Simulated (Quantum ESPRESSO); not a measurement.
# Dipole at the next field: F-SiSi-F chair, 1 layer

**Set-up.** Quantum ESPRESSO 7.5, PBE, GBRV ultrasoft; sawtooth field along the normal with dipole correction, ions clamped, threshold 1e-9 Ry; cell area 13.632 Å².

```
field (V/Å)  dipole (e Å a cell)
          0              0.00000
        0.1              0.02471
        0.2              0.04938
```

One more run was made and is withheld. What is the dipole at 0.4 V/Å, and what electrostatic thickness 4πα/A follows from the rows?

**Fit.** The slope is (0.04938 − (0.00000))/0.2 = 0.2469 e Å²/V, so 4πα/A = 180.95 × 0.2469/13.632 = 3.28 Å. Linear response gives p = 0.00000 + 0.2469 × (0.4) = 0.09876 e Å; a parabola through the three rows gives 0.09860.

**Check.** p = 0.09883 e Å. The line misses by 0.1 % of the induced dipole and the parabola by 0.2 %. The response is linear over this range.

**Limits.** Electrons alone respond; local and semilocal functionals tend to overscreen.

[Logs are printed without paths, hosts, clocks, repeated set-up lines and the standing remarks that a program may print on its own settings, such as how far it seeks lower states.]
